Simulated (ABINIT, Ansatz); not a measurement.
## YHSe (P-6m2): one start, several treatments of the self-energy

Aim: compare treatments of exchange, screening and correlation for the gap of YHSe (P-6m2).

Program: ABINIT 10.8.3. Level of theory: LDA and many-body steps on it, plane waves. Results are calculated unless marked as measured.

## (1) The structure

The structure is hexagonal, space group P-6m2 (No. 187). Conventional cell: a = 3.841 Å, b = 3.841 Å, c = 3.916 Å, α = 90.00°, β = 90.00°, γ = 120.00°. Y has 3 H at 2.22 Å and 6 Se at 2.96 Å nearest. Nearest to H lie 3 Y at 2.22 Å. Nearest to Se lie 6 H at 2.96 Å and 6 Y at 2.96 Å. Farther neighbours and most contacts between anions are not listed.

The cell and positions are those that the Materials Project relaxed with its own functionals (PBE, PBE+U or r2SCAN), kept fixed.

## (2) Empty states on the mesh, 3×3×4 mesh, 103 bands

This step: ABINIT 10.8.3; DFT, LDA, plane waves, norm-conserving pseudopotentials.

The sums over transitions need many empty states on a uniform mesh; this step solves for them.

Input file run.abi:

```
acell 3*1.0 Angstrom
rprim 
  3.840931335803 -0.000000000001 0.000000000000
  -1.920465667901 3.326344110998 0.000000000000
  0.000000000000 0.000000000000 3.915549560000
ntypat 3
znucl 39 1 34
natom 3
typat 1 2 3
xred 
  0.000000000000 0.000000000000 0.000000000000
  0.333333333333 0.666666666667 0.000000000000
  0.666666666667 0.333333333333 0.500000000000
pp_dirpath "pseudos"
pseudos "Y.upf, H.upf, Se.upf"
ecut 39
ngkpt 3 3 4
nshiftk 1
shiftk 0 0 0
kptopt 1
chksymbreak 0
iscf -2
irdden 1
istwfk *1
nband 103
nbdbuf 8
tolwfr 1e-09
nstep 60
prtvol 0
indata_prefix "in"
outdata_prefix "out"
tmpdata_prefix "tmp"
```

Run with:

```bash
$ OMP_NUM_THREADS=1 mpirun -n 4 abinit run.abi > log
```

Numbers of over 12 decimals in the logs are rounded to 6 here.

The program printed:

```text
.Version 10.8.3 of ABINIT. v10.8.2 released Aug 2026.

 Symmetries : space group P-6 m 2 (#187); Bravais hP (primitive hexag.)
[... echo of the input left out ...]
== DATASET  1 ==================================================================
-   mpi_nproc: 4, omp_nthreads: 1 (-1 if OMP is not activated)

--- !DatasetInfo
iteration_state: {dtset: 1, }
dimensions: {natom: 3, nkpt: 9, mband: 103, nsppol: 1, nspinor: 1, nspden: 1, mpw: 3939, }
cutoff_energies: {ecut:  39.0, pawecutdg:  -1.0, }
[...]
2.51356    2.54078    2.56138    2.56138    2.56932    2.56932    2.62707    2.71969
   2.77641    2.78610    2.82630    2.82630    2.87240    2.87240    2.89596    2.97653
   2.97807    2.97807    3.02377    3.03237    3.03252    3.03910    3.03968
 prteigrs : prtvol=0 or 1, do not print more k-points.

== END DATASET(S) ==============================================================
================================================================================

 -outvars: echo values of variables after computation  --------
            nband         103
             nkpt           9
          spgroup         187
 [... the other variables as echoed above ...]

 Calculation completed.
```

The job ended after 50 s (4 MPI ranks of Arm Neoverse V1, shared host; peak memory 0.32 GiB).

Numbers from this step:

```
gap                                                           : 1.365 eV
k of the valence top                                          : 0, 0, 0.5
k of the conduction bottom                                    : 0, 0, 0
least direct gap                                              : 1.739 eV
k points computed                                             : 9
lowest point of the top converged band, above the valence top : 67.2625 eV
```

On this mesh the gap is 1.365 eV.

The density comes from a self-consistent run that is not shown.

## (3) Screening, 3×3×4 mesh, 47 bands, screening to 114.3 eV

The RPA dielectric matrix is built and inverted for each q.

This step: RPA screening on LDA, plane waves, norm-conserving pseudopotentials.

Changes to run.abi since step 2:

```diff
@@ -21,10 +21,11 @@
 chksymbreak 0
-iscf -2
-irdden 1
 istwfk *1
-nband 103
-nbdbuf 8
-tolwfr 1e-09
-nstep 60
-prtvol 0
+occopt 1
+irdwfk 1
+optdriver 3
+nband 47
+ecuteps 4.2
+inclvkb 2
+awtr 1
+symchi 1
 indata_prefix "in"
```

The program printed:

```text
.Version 10.8.3 of ABINIT. v10.8.2 released Aug 2026.

 Symmetries : space group P-6 m 2 (#187); Bravais hP (primitive hexag.)
[... echo of the input left out ...]
== DATASET  1 ==================================================================
-   mpi_nproc: 4, omp_nthreads: 1 (-1 if OMP is not activated)

--- !DatasetInfo
iteration_state: {dtset: 1, }
dimensions: {natom: 3, nkpt: 9, mband: 47, nsppol: 1, nspinor: 1, nspden: 1, mpw: 3939, }
cutoff_energies: {ecut:  39.0, pawecutdg:  -1.0, }
electrons: {nelect:   2.80000000E+01, charge:   0.00000000E+00, occopt:   1.00000000E+00, tsmear:   1.00000000E-02, }

 SCREENING: Calculation of the susceptibility and dielectric matrices

 Based on a program developped by R.W. Godby, V. Olevano, G. Onida, and L. Reining.
 Incorporated in ABINIT by V. Olevano, G.-M. Rignanese, and M. Torrent.
.Using double precision arithmetic ; gwpc =  8

[... cell and pseudopotentials left out ...]
--------------------------------------------------------------------------------

 ==== K-mesh for the wavefunctions ====
 Number of points in the irreducible wedge :     9
[... list of points left out ...]
 Together with 12 symmetry operations and time-reversal symmetry
 yields    36 points in the full Brillouin Zone.

 ==== Q-mesh for the screening function ====
 Number of points in the irreducible wedge :     9
[... list of points left out ...]
 Together with 12 symmetry operations and time-reversal symmetry
 yields    36 points in the full Brillouin Zone.

 setmesh: FFT mesh size selected  =    24x   24x   27
          total number of points  =        15552

 vcoul_init : cutoff-mode = AUXILIARY_FUNCTION
 q-points for optical limit:   1
     1)      0.000010    0.000020    0.000030

- screening: taking advantage of time-reversal symmetry
- Maximum band index for partially occupied states nbvw = 14
- Remaining bands to be divided among processors   nbcw = 33
- Number of bands treated by each node ~8

 Number of electrons calculated from density =   28.0000; Expected =   28.0000
 average of density, n =  0.082940
 r_s =    1.4225
 omega_plasma =   27.7804 [eV]

 calculating chi0 at frequencies [eV] :
  1    0.000000E+00    0.000000E+00
  2    0.000000E+00    2.778037E+01

--------------------------------------------------------------------------------
  q-point number  1        q = ( 0.000000, 0.000000, 0.000000) [r.l.u.]
--------------------------------------------------------------------------------
[... chi0 elements left out ...]
 For q-point:  0.000010 0.000020 0.000030
  dielectric constant =  11.4394
  dielectric constant without local fields =  12.6372

  Average fulfillment of the sum rule on Im[epsilon] for q-point    1 :     43.40  [%]
[... wings left out ...]
  q-point number  2        q = ( 0.333333, 0.000000, 0.000000) [r.l.u.]
--------------------------------------------------------------------------------
[... chi0 elements left out ...]
  Average fulfillment of the sum rule on Im[epsilon] for q-point    2 :     54.78  [%]

 [... 7 further q-points ...]
```

Run time: 11 s. Hardware: 4 MPI ranks; peak memory 0.54 GiB.

This step gave:

```
ε∞ with local fields, on this mesh, along the program's q direction : 11.44
the same without local fields                                       : 12.64
plasma frequency                                                    : 27.78 eV
plane waves in the screening matrix                                 : 145
```

Local fields lower ε∞ by 9 %. On a Γ-centred mesh this coarse the value itself is usually too large, while a short band sum pulls it down.

## (4) G0W0, Godby-Needs plasmon pole

The self-energy is evaluated for the states that the input lists, and the levels follow from it, in one-shot runs by the linearised quasiparticle equation.

This step: G0W0 on LDA, plane waves, norm-conserving pseudopotentials.

Changes to run.abi since step 3:

```diff
@@ -24,8 +24,17 @@
 irdwfk 1
-optdriver 3
+optdriver 4
 nband 47
+gwcalctyp 0
+ecutsigx 39
+symsigma 1
+nkptgw 2
+kptgw 
+  0.0000000000 0.0000000000 0.5000000000
+  0.0000000000 0.0000000000 0.0000000000
+bdgw 
+  12 16
+  13 17
 ecuteps 4.2
-inclvkb 2
-awtr 1
-symchi 1
+irdscr 1
+ppmodel 1
 indata_prefix "in"
```

The program printed:

```text
.Version 10.8.3 of ABINIT. v10.8.2 released Aug 2026.

 Symmetries : space group P-6 m 2 (#187); Bravais hP (primitive hexag.)
[... echo of the input left out ...]
== DATASET  1 ==================================================================
-   mpi_nproc: 4, omp_nthreads: 1 (-1 if OMP is not activated)

--- !DatasetInfo
iteration_state: {dtset: 1, }
dimensions: {natom: 3, nkpt: 9, mband: 47, nsppol: 1, nspinor: 1, nspden: 1, mpw: 3939, }
cutoff_energies: {ecut:  39.0, pawecutdg:  -1.0, }
electrons: {nelect:   2.80000000E+01, charge:   0.00000000E+00, occopt:   1.00000000E+00, tsmear:   1.00000000E-02, }

 SIGMA: Calculation of the GW corrections

 Based on a program developped by R.W. Godby, V. Olevano, G. Onida, and L. Reining.
 Incorporated in ABINIT by V. Olevano, G.-M. Rignanese, and M. Torrent.
.Using double precision arithmetic ; gwpc =  8

[... cell and pseudopotentials left out ...]
--------------------------------------------------------------------------------

 ==== K-mesh for the wavefunctions ====
 Number of points in the irreducible wedge :     9
[... list of points left out ...]
 Together with 12 symmetry operations and time-reversal symmetry
 yields    36 points in the full Brillouin Zone.

 ==== Q-mesh for screening function ====
 Number of points in the irreducible wedge :     9
[... list of points left out ...]
 Together with 12 symmetry operations and time-reversal symmetry
 yields    36 points in the full Brillouin Zone.

 vcoul_init : cutoff-mode = AUXILIARY_FUNCTION
 q-points for optical limit:   1
     1)      0.000010    0.000020    0.000030
 setmesh: FFT mesh size selected  =    36x   36x   45
          total number of points  =        58320

 Number of electrons calculated from density =   28.0000; Expected =   28.0000
 average of density, n =  0.082940
 r_s =    1.4225
 omega_plasma =   27.7804 [eV]

 === KS Band Gaps ===
  >>>> For spin  1
   Minimum direct gap =   1.7387 [eV], located at k-point      :   0.0000  0.0000  0.5000
   Fundamental gap    =   1.3651 [eV], Top of valence bands at :   0.0000  0.0000  0.5000
                                       Bottom of conduction at :   0.0000  0.0000  0.0000
 SIGMA fundamental parameters:
 PLASMON POLE MODEL  1
 number of plane-waves for SigmaX                 3927
 number of plane-waves for SigmaC and W            145
 number of plane-waves for wavefunctions          3927
 number of bands                                    47
 number of independent spin polarizations            1
 number of spinorial components                      1
 number of k-points in IBZ                           9
 number of q-points in IBZ                           9
 number of symmetry operations                      12
 number of k-points in BZ                           36
 number of q-points in BZ                           36
 number of frequencies for dSigma/dE                 9
 frequency step for dSigma/dE [eV]                0.25
 number of omega for Sigma on real axis              0
 max omega for Sigma on real axis  [eV]           0.00
 zcut for avoiding poles [eV]                     0.10

 EPSILON^-1 parameters (SCR file):
 dimension of the eps^-1 matrix on file            145
 dimension of the eps^-1 matrix used               145
 number of plane-waves for wavefunctions          3927
 number of bands                                    47
 number of q-points in IBZ                           9
 number of frequencies                               2
 number of real frequencies                          1
 number of imag frequencies                          1

 matrix elements of self-energy operator (all in [eV])

 Perturbative Calculation

--- !SelfEnergy_ee
iteration_state: {dtset: 1, }
kpoint     : [   0.000,    0.000,    0.500, ]
spin       : 1
KS_gap     :    1.739
QP_gap     :    3.274
Delta_QP_KS:    1.535
data: !SigmaeeData |
     Band     E0 <VxcDFT>   SigX SigC(E0)      Z dSigC/dE  Sig(E)    E-E0       E
       12   5.620 -13.935 -16.856   2.404   0.800  -0.250 -14.348  -0.413   5.207
       13   5.620 -13.935 -16.856   2.404   0.800  -0.250 -14.348  -0.413   5.207
       14   6.764 -13.307 -15.813   2.138   0.801  -0.249 -13.602  -0.295   6.469
       15   8.503 -12.347  -7.138  -3.683   0.813  -0.231 -11.107   1.240   9.743
       16   8.503 -12.347  -7.138  -3.683   0.813  -0.231 -11.107   1.240   9.743

--- !SelfEnergy_ee
iteration_state: {dtset: 1, }
kpoint     : [   0.000,    0.000,    0.000, ]
spin       : 1
KS_gap     :    2.927
QP_gap     :    4.180
Delta_QP_KS:    1.252
data: !SigmaeeData |
     Band     E0 <VxcDFT>   SigX SigC(E0)      Z dSigC/dE  Sig(E)    E-E0       E
       13   5.202 -13.422 -16.191   2.354   0.799  -0.252 -13.754  -0.332   4.870
       14   5.202 -13.422 -16.191   2.354   0.799  -0.252 -13.754  -0.332   4.870
       15   8.129 -11.520  -6.731  -3.661   0.816  -0.225 -10.600   0.920   9.050
       16  10.502 -13.530  -8.376  -3.846   0.804  -0.244 -12.479   1.051  11.554
       17  10.502 -13.530  -8.376  -3.846   0.804  -0.244 -12.479   1.051  11.554

== END DATASET(S) ==============================================================
================================================================================

 -outvars: echo values of variables after computation  --------
           etotal      0.0000000000E+00
            nband          47
             nkpt           9
          spgroup         187
 [... the other variables as echoed above ...]

 Calculation completed.
```

Run time: 4.7 s. Hardware: 4 MPI ranks; peak memory 0.53 GiB; 18 s of CPU time.

This step gave:

```yaml
g0w0_gap_on_the_points_computed: 2.581 eV
starting_gap_on_the_mesh: 1.365 eV
k_of_the_valence_top: 0, 0, 0.5
k_of_the_conduction_bottom: 0, 0, 0
z_at_the_valence_top: 0.801
z_at_the_conduction_bottom: 0.816
least_direct_g0w0_gap_on_the_computed_points: 3.274 eV
```

The gap on the mesh goes from 1.36 eV to 2.58 eV, a correction of +1.22 eV.

## (5) G0W0, Hybertsen-Louie plasmon pole

Changes to run.abi since step 4:

```diff
@@ -38,3 +38,3 @@
 irdscr 1
-ppmodel 1
+ppmodel 2
 indata_prefix "in"
```

The program printed:

```text
.Version 10.8.3 of ABINIT. v10.8.2 released Aug 2026.

 Symmetries : space group P-6 m 2 (#187); Bravais hP (primitive hexag.)
[... echo of the input left out ...]
== DATASET  1 ==================================================================
-   mpi_nproc: 4, omp_nthreads: 1 (-1 if OMP is not activated)

--- !DatasetInfo
iteration_state: {dtset: 1, }
dimensions: {natom: 3, nkpt: 9, mband: 47, nsppol: 1, nspinor: 1, nspden: 1, mpw: 3939, }
cutoff_energies: {ecut:  39.0, pawecutdg:  -1.0, }
electrons: {nelect:   2.80000000E+01, charge:   0.00000000E+00, occopt:   1.00000000E+00, tsmear:   1.00000000E-02, }

 SIGMA: Calculation of the GW corrections

 Based on a program developped by R.W. Godby, V. Olevano, G. Onida, and L. Reining.
 Incorporated in ABINIT by V. Olevano, G.-M. Rignanese, and M. Torrent.
.Using double precision arithmetic ; gwpc =  8

[... cell and pseudopotentials left out ...]
--------------------------------------------------------------------------------

 ==== K-mesh for the wavefunctions ====
 Number of points in the irreducible wedge :     9
[... list of points left out ...]
 Together with 12 symmetry operations and time-reversal symmetry
 yields    36 points in the full Brillouin Zone.

 ==== Q-mesh for screening function ====
 Number of points in the irreducible wedge :     9
[... list of points left out ...]
 Together with 12 symmetry operations and time-reversal symmetry
 yields    36 points in the full Brillouin Zone.

 vcoul_init : cutoff-mode = AUXILIARY_FUNCTION
 q-points for optical limit:   1
     1)      0.000010    0.000020    0.000030
 setmesh: FFT mesh size selected  =    36x   36x   45
          total number of points  =        58320

 Number of electrons calculated from density =   28.0000; Expected =   28.0000
[...]
number of omega for Sigma on real axis              0
 max omega for Sigma on real axis  [eV]           0.00
 zcut for avoiding poles [eV]                     0.10

 EPSILON^-1 parameters (SCR file):
 dimension of the eps^-1 matrix on file            145
 dimension of the eps^-1 matrix used               145
 number of plane-waves for wavefunctions          3927
 number of bands                                    47
 number of q-points in IBZ                           9
 number of frequencies                               2
 number of real frequencies                          1
 number of imag frequencies                          1

 matrix elements of self-energy operator (all in [eV])

 Perturbative Calculation

--- !SelfEnergy_ee
iteration_state: {dtset: 1, }
kpoint     : [   0.000,    0.000,    0.500, ]
spin       : 1
KS_gap     :    1.739
QP_gap     :    3.274
Delta_QP_KS:    1.536
data: !SigmaeeData |
     Band     E0 <VxcDFT>   SigX SigC(E0)      Z dSigC/dE  Sig(E)    E-E0       E
       12   5.620 -13.935 -16.856   2.279   0.854  -0.171 -14.483  -0.549   5.072
       13   5.620 -13.935 -16.856   2.279   0.854  -0.171 -14.483  -0.549   5.072
       14   6.764 -13.307 -15.813   2.051   0.857  -0.167 -13.697  -0.390   6.374
[...]
--- !SelfEnergy_ee
iteration_state: {dtset: 1, }
kpoint     : [   0.000,    0.000,    0.000, ]
spin       : 1
KS_gap     :    2.927
QP_gap     :    4.177
Delta_QP_KS:    1.249
data: !SigmaeeData |
     Band     E0 <VxcDFT>   SigX SigC(E0)      Z dSigC/dE  Sig(E)    E-E0       E
[...]
16  10.502 -13.530  -8.376  -3.922   0.857  -0.167 -12.474   1.056  11.559
       17  10.502 -13.530  -8.376  -3.922   0.857  -0.167 -12.474   1.056  11.559

== END DATASET(S) ==============================================================
================================================================================

 -outvars: echo values of variables after computation  --------
           etotal      0.0000000000E+00
            nband          47
             nkpt           9
          spgroup         187
 [... the other variables as echoed above ...]

 Calculation completed.
```

The job ended after 4.7 s (4 MPI ranks; peak memory 0.52 GiB).

Numbers from this step:

```yaml
g0w0_gap_on_the_points_computed: 2.505 eV
starting_gap_on_the_mesh: 1.365 eV
k_of_the_valence_top: 0, 0, 0.5
k_of_the_conduction_bottom: 0, 0, 0
z_at_the_valence_top: 0.857
z_at_the_conduction_bottom: 0.862
least_direct_g0w0_gap_on_the_computed_points: 3.274 eV
```

Against G0W0 in ABINIT (3×3×4 mesh, 47 bands, screening to 114.3 eV, Godby-Needs plasmon pole), the gap moves by −0.076 eV.

## (6) G0W0, von der Linden-Horsch plasmon pole

Changes to run.abi since step 5:

```diff
@@ -38,3 +38,3 @@
 irdscr 1
-ppmodel 2
+ppmodel 3
 indata_prefix "in"
```

The program printed:

```text
.Version 10.8.3 of ABINIT. v10.8.2 released Aug 2026.

 Symmetries : space group P-6 m 2 (#187); Bravais hP (primitive hexag.)
[... echo of the input left out ...]
== DATASET  1 ==================================================================
-   mpi_nproc: 4, omp_nthreads: 1 (-1 if OMP is not activated)

--- !DatasetInfo
iteration_state: {dtset: 1, }
dimensions: {natom: 3, nkpt: 9, mband: 47, nsppol: 1, nspinor: 1, nspden: 1, mpw: 3939, }
cutoff_energies: {ecut:  39.0, pawecutdg:  -1.0, }
[...]
Band     E0 <VxcDFT>   SigX SigC(E0)      Z dSigC/dE  Sig(E)    E-E0       E
[...]
16  10.502 -13.530  -8.376  -3.941   0.861  -0.162 -12.486   1.045  11.547
       17  10.502 -13.530  -8.376  -3.941   0.861  -0.162 -12.486   1.045  11.547

== END DATASET(S) ==============================================================
================================================================================

 -outvars: echo values of variables after computation  --------
           etotal      0.0000000000E+00
            nband          47
             nkpt           9
          spgroup         187
 [... the other variables as echoed above ...]

 Calculation completed.
```

It took 4 s on 4 MPI ranks; peak memory 0.53 GiB; 16 s of CPU time.

This step gave:

```
G0W0 gap on the points computed              : 2.611 eV
starting gap on the mesh                     : 1.365 eV
k of the valence top                         : 0, 0, 0.5
k of the conduction bottom                   : 0, 0, 0
least direct G0W0 gap on the computed points : 3.365 eV
```

Against G0W0 in ABINIT (3×3×4 mesh, 47 bands, screening to 114.3 eV, Godby-Needs plasmon pole), the gap moves by +0.030 eV.

(Continued in part 2 of 2.)

[Paths, hosts, dates, memory and timing lines, banners, echoed tables and standing remarks are left out of the program output.]

[Logs are printed without paths, hosts, clocks, repeated set-up lines and the standing remarks that a program may print on its own settings, such as how far it seeks lower states.]

[Runs of the session that timed out or met a known fault of the program may be left out.]

[Hosts, paths, dates, database ids (printed as entryN), source tags and the programs' standing remarks are cut or masked in the printed files.]

[G0W0 gaps are taken among the corrected bands and points alone; a level outside them can change the order at an edge.]

[Where Ansatz stands beside ABINIT at settings called matched, ABINIT's density can come from a denser mesh and the files from another edition; pairs whose starting gaps differed by over 0.03 eV were left out, so agreement reads better than it is.]
